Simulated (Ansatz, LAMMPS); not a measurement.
# S in place of O at several sites of glassy 30Al2O3-70P2O5 (mol %) (128 atoms), part 4 of 4

Aim: make S in place of O at several sites of glassy 30Al2O3-70P2O5 (mol %) (128 atoms), relax each, and compare their energies.

Ansatz 0.2.0; Kohn-Sham DFT, PBE, PAW (set soft_2), plane waves.

The cell: 12 Al, 28 P and 88 O. The quench rate of 100 K/ps is many orders above laboratory rates. The starting topology of bonds comes from the classical model. Sampling is at Γ alone, for a cell whose shortest periodic width is 12 Å.

So far. Step 8 (S on a site of O, site O56): The relaxation converged after 14 steps, 8.11 eV below its start, with a largest force component of 0.034 eV/Å.

## 9. S on a site of O, site O68

The site has 2 bonded neighbours (AlP) at 1.66 Å on average. 

Contents of input.yaml:

```yaml
crystal:
  lattice:
    - [11.92456, 0.0, 0.0]
    - [0.0, 11.92456, 0.0]
    - [0.0, 0.0, 11.92456]
  atoms:
    [... atom lines 1 to 64 left out ...]
    - { symbol: O, position: [0.21363, 0.69086, 0.31603] }
    - { symbol: O, position: [0.01572, 0.09225, 0.13372] }
    - { symbol: O, position: [0.01956, 0.2626, 0.01182] }
    - { symbol: S, position: [0.61475, 0.15568, 0.22465], spin: 0.6 }
    - { symbol: O, position: [0.77217, 0.2099, 0.83061] }
    - { symbol: O, position: [0.56951, 0.24277, 0.42895] }
    - { symbol: O, position: [0.18821, 0.16257, 0.24097] }
    [... atom lines 72 to 128 left out ...]
magnetization:
  spin_polarized: true
kpoints:
  mp_grid: { grid: [1, 1, 1] }
hamiltonian:
  xc: pbe
scf:
  occupations: { method: fermi_dirac, width: 0.025 }
  lower_state_search: "off"
output:
  forces: true
  eigenvalues: true
relax:
  f_tol: 0.05
  max_steps: 90
```

Command:

```
> ansatz run input.yaml --threads 4 --pin off --max-ram 8192MiB --backend cpu --events-out ev --progress --plain --runs-dir out
```

Numbers of over 12 decimals in the logs are rounded to 6 here.

Log:

```text
[...]
Crystal: 128 atoms, lattice volume = 1695.614 Å³
Basis set: ecut = 420 eV, 33131 PW (Γ), exchange–correlation on 160×160×160 points (8 copies of the dense FFT grid, shifted against one another)
Bands: 481, of which v1, the nominal top of the filled ones, is band 352 counted from 1 (351 counted from 0)
Symmetry: 1 space group operations
[...]
k-points: 1
[...]
Starting moments: Σ|m| = 1.8 μB on 3 of 128 sites
[...]
SCF iter   1: F=—  HF=-78009.506225 eV  |F-HF|=—  |Δ(HF+E_count)|=         —  Δρ=6.31e-2 (↑6.25e-2 ↓6.31e-2)  dr2=2.53e2  dr2_m=1.91e-1  M=0.000 μB ∫|m|=0.230 μB  β_m=0.30  ethr=3.10e-3  ⟨swp⟩=10.0  Hψ=5262  notcnv=0  defer=97
[...]
SCF iter   3: F=—  HF=-77936.323685 eV  |F-HF|=—  |Δ(HF+E_count)|=    1.31e1  Δρ=1.59e-2 (↑1.55e-2 ↓1.59e-2)  dr2=8.61e0  dr2_m=4.65e-2  M=0.000 μB ∫|m|=0.157 μB  β_m=0.30  ethr=3.10e-3  ⟨swp⟩=5.0  Hψ=2558  notcnv=0  defer=248
[...]
SCF iter   7: F=—  HF=-77935.162767 eV  |F-HF|=—  |Δ(HF+E_count)|=   2.36e-2  Δρ=5.97e-4 (↑5.66e-4 ↓5.97e-4)  dr2=6.50e-3  dr2_m=3.30e-3  M=0.000 μB ∫|m|=0.054 μB  β_m=0.30  ethr=6.34e-6  ⟨swp⟩=2.0  Hψ=1655  notcnv=0  defer=248
[...]
SCF iter  12: F=-77935.171521 eV  HF=-77935.171523 eV  |F-HF|=2.09e-6  |Δ(HF+E_count)|=   4.38e-6  Δρ=7.45e-6 (↑7.06e-6 ↓7.45e-6)  dr2=2.88e-6  dr2_m=8.17e-8  M=0.000 μB ∫|m|=0.000 μB  ethr=3.73e-9  ⟨swp⟩=4.0  Hψ=3583  notcnv=0
[...]
SCF 1 converged in 12 iterations: F = -77935.171521 eV  dr2 = 2.88e-6
[...]
relax step   1: F+E_penalty+E_count = -77935.17152120 eV  Δ(F+E_penalty+E_count) = +0.000e0 eV  max|allowed force component| = 2.044e1 eV/Å  Δτ_max = 0.0000 Å  (12 SCF iters, dr2 threshold 6.25e-5 eV, accepted)
[... from here on, the SCF cycles and remarks between the steps are left out ...]
relax step   2: F+E_penalty+E_count = -77941.47591234 eV  Δ(F+E_penalty+E_count) = -6.304e0 eV  max|allowed force component| = 5.139e0 eV/Å  Δτ_max = 0.1935 Å  (7 SCF iters, dr2 threshold 1.00e-4 eV, accepted)
relax step   3: F+E_penalty+E_count = -77942.47730603 eV  Δ(F+E_penalty+E_count) = -1.001e0 eV  max|allowed force component| = 1.430e0 eV/Å  Δτ_max = 0.1948 Å  (6 SCF iters, dr2 threshold 1.00e-4 eV, accepted)
relax step   4: F+E_penalty+E_count = -77942.72108992 eV  Δ(F+E_penalty+E_count) = -2.438e-1 eV  max|allowed force component| = 2.960e-1 eV/Å  Δτ_max = 0.1349 Å  (6 SCF iters, dr2 threshold 1.00e-4 eV, accepted)
relax step   5: F+E_penalty+E_count = -77942.65457337 eV  Δ(F+E_penalty+E_count) = +6.652e-2 eV  max|allowed force component| = 1.074e0 eV/Å  Δτ_max = 0.2000 Å  (8 SCF iters, dr2 threshold 5.48e-6 eV, rejected (line search))
relax step   6: F+E_penalty+E_count = -77942.82877217 eV  Δ(F+E_penalty+E_count) = -1.077e-1 eV  max|allowed force component| = 1.541e-1 eV/Å  Δτ_max = 0.0966 Å  (10 SCF iters, accepted)
relax step   7: F+E_penalty+E_count = -77942.84186667 eV  Δ(F+E_penalty+E_count) = -1.309e-2 eV  max|allowed force component| = 9.054e-2 eV/Å  Δτ_max = 0.0264 Å  (8 SCF iters, accepted)
relax step   8: F+E_penalty+E_count = -77942.78635979 eV  Δ(F+E_penalty+E_count) = +5.551e-2 eV  max|allowed force component| = 7.443e-1 eV/Å  Δτ_max = 0.1179 Å  (10 SCF iters, rejected (line search))
relax step   9: F+E_penalty+E_count = -77942.86112959 eV  Δ(F+E_penalty+E_count) = -1.926e-2 eV  max|allowed force component| = 7.149e-2 eV/Å  Δτ_max = 0.0559 Å  (9 SCF iters, accepted)
relax step  10: F+E_penalty+E_count = -77942.86353081 eV  Δ(F+E_penalty+E_count) = -2.401e-3 eV  max|allowed force component| = 7.198e-2 eV/Å  Δτ_max = 0.0215 Å  (8 SCF iters, accepted)
relax step  11: F+E_penalty+E_count = -77942.86745455 eV  Δ(F+E_penalty+E_count) = -3.924e-3 eV  max|allowed force component| = 5.093e-2 eV/Å  Δτ_max = 0.0216 Å  (6 SCF iters, dr2 threshold 3.23e-6 eV, accepted)
relax step  12: F+E_penalty+E_count = -77942.87020699 eV  Δ(F+E_penalty+E_count) = -2.752e-3 eV  max|allowed force component| = 3.337e-2 eV/Å  Δτ_max = 0.0165 Å  (8 SCF iters, accepted)
SCF converged after 8 iterations
Magnetization: 0.0000 μB (352.0000 up, 352.0000 down)
Absolute magnetization: 0.0000 μB (∫|ρ↑−ρ↓|, with the PAW one-centre terms)
[...]
Per-site moments (μB) at R_I (Å): [(1.5321041332408286e-9, 0.702087), (-1.0944275766318248e-8, 0.725511), (1.3768975654782213e-10, 0.697455), (3.310814882809439e-10, 0.734869), (-1.6351817402133568e-9, [...]
Free energy (F): -77942.870207 eV
[...]
Internal energy: -77942.870207 eV  (E = F + TS)
E sigma→0 (E₀):  -77942.870207 eV
Fermi energy:    4.921131 eV
[...]
Σ components = -77942.870207   (vs F -77942.870207, Δ=0.00e0)
--- Forces (eV/Å), atoms counted from 1 ---
  atom   1  Al     0.00410416    -0.00219130     0.00973478
  atom   2  Al    -0.00577995    -0.01751466     0.00099066
  atom   3  Al    -0.00381371     0.00020430     0.00055683
  atom   4  Al    -0.00069182     0.00914272     0.01155668
[...]
atom 128  O      0.00436723     0.00173584    -0.00119034
  max |Σ_I F_I| component: 1.40e-4 eV/Å
--- Band table (eV) ---
[...]
--- Relaxed structure (12 steps of the walk, 10 accepted, 0 SCFs on fresh bases) ---
  F+E_penalty+E_count = -77942.87020699 eV   max|allowed force component| = 3.337e-2 eV/Å
  atoms:
    - { symbol: Al, position: [0.408564, 0.033811, 0.041640] }
    - { symbol: Al, position: [0.489308, 0.165972, 0.333364] }
    - { symbol: Al, position: [0.023925, 0.371634, 0.909954] }
    - { symbol: Al, position: [0.762618, 0.191856, 0.671948] }
[...]
- { symbol: O, position: [0.947340, 0.966409, 0.441836] }
```

Run time: 10 min. Hardware: 4 threads of Arm Neoverse V2, shared host; peak memory 4.1 GiB.

The relaxation converged after 12 steps, 7.70 eV below its start, with a largest force component of 0.033 eV/Å.

## 10. S on a site of O, site O51

The site has 1 bonded neighbour (P) at 1.46 Å on average. 

Input and log are left out; they have the form of those shown for this kind of step.

Wall time 10 min (4 threads of Arm Neoverse V2, shared host); peak memory 4.1 GiB; 41 min of CPU time.

The relaxation converged after 13 steps, 6.63 eV below its start, with a largest force component of 0.029 eV/Å.

Local excerpt of 10 atoms (numbers count through the whole input) about the S atom, after relaxation; x, y, z are measured from there.

```csv
atom,x,y,z,distance (Å),bonds
S51,0.00,0.00,0.00,0.00,1
P35,-1.30,-1.16,0.69,1.88,4
O56,2.53,-0.12,1.39,2.89,2
O47,-0.98,-1.97,1.97,2.95,2
O113,-0.43,1.05,-2.72,2.95,2
O97,-2.75,-0.50,1.00,2.97,2
O86,-0.04,2.71,1.22,2.97,2
O110,-1.99,-2.23,-0.32,3.00,2
O114,2.57,1.74,-0.28,3.11,2
O83,-1.75,2.46,-1.11,3.21,2
```

The column of bonds counts only the pairs O-P within 2.11 Å, O-Al within 2.33 Å, P-S within 2.33 Å; other neighbours, such as metal atoms beside each other in a compound, aren't counted, and periodic images can show an atom twice.

The largest move is 0.49 Å, by S51.

## 11. The sites compared

All these cells hold the same atoms, so their energies can be compared with no chemical potential.

```csv
site,neighbours,mean distance (Å),atoms within 6 Å,energy over the best site (eV),before relaxation (eV),gain on relaxing (eV)
O51,P,1.46,66,0.00,0.06,6.63
O68,AlP,1.66,70,0.07,1.20,7.70
O121,Al2,1.69,69,0.14,0.00,6.43
O119,P,1.49,69,0.20,0.32,6.69
O69,AlP,1.68,64,0.23,1.42,7.76
O56,P2,1.62,73,0.30,1.84,8.11
```

Neighbours are those of the relaxed host within 2.11 Å (O-P), 2.33 Å (O-Al); other pairs aren't counted.

## 12. Outcome

The cheapest site is O51 (1 neighbour, P); the dearest, O56 (2 neighbours, P2), costs 0.30 eV more. By coordination the energies over the best site are 0.00 to 0.20 eV with 1 neighbour and 0.07 to 0.30 eV with 2 neighbours. Relaxation changes the order: the best site before relaxing was O121.

Caveats: Defects are neutral and interact with their images. The reference ran with fixed occupations, but 6 of the 6 defect cells with fermi-dirac smearing of 0.025 eV, spin polarised. In a disordered cell the relaxation can also rearrange atoms far from the site. In the spin-polarised runs the search for a state of lower energy was switched off. Only 6 of the 88 O sites were tried; unless symmetry makes the others alike to these, a cheaper one may exist.

The DFT runs together took 71 min of wall time.

[Logs are printed without paths, hosts, clocks, repeated set-up lines and the standing remarks that a program may print on its own settings, such as how far it seeks lower states.]

[Hosts, paths, dates, database ids (printed as entryN), source tags and the programs' standing remarks are cut or masked in the printed files.]
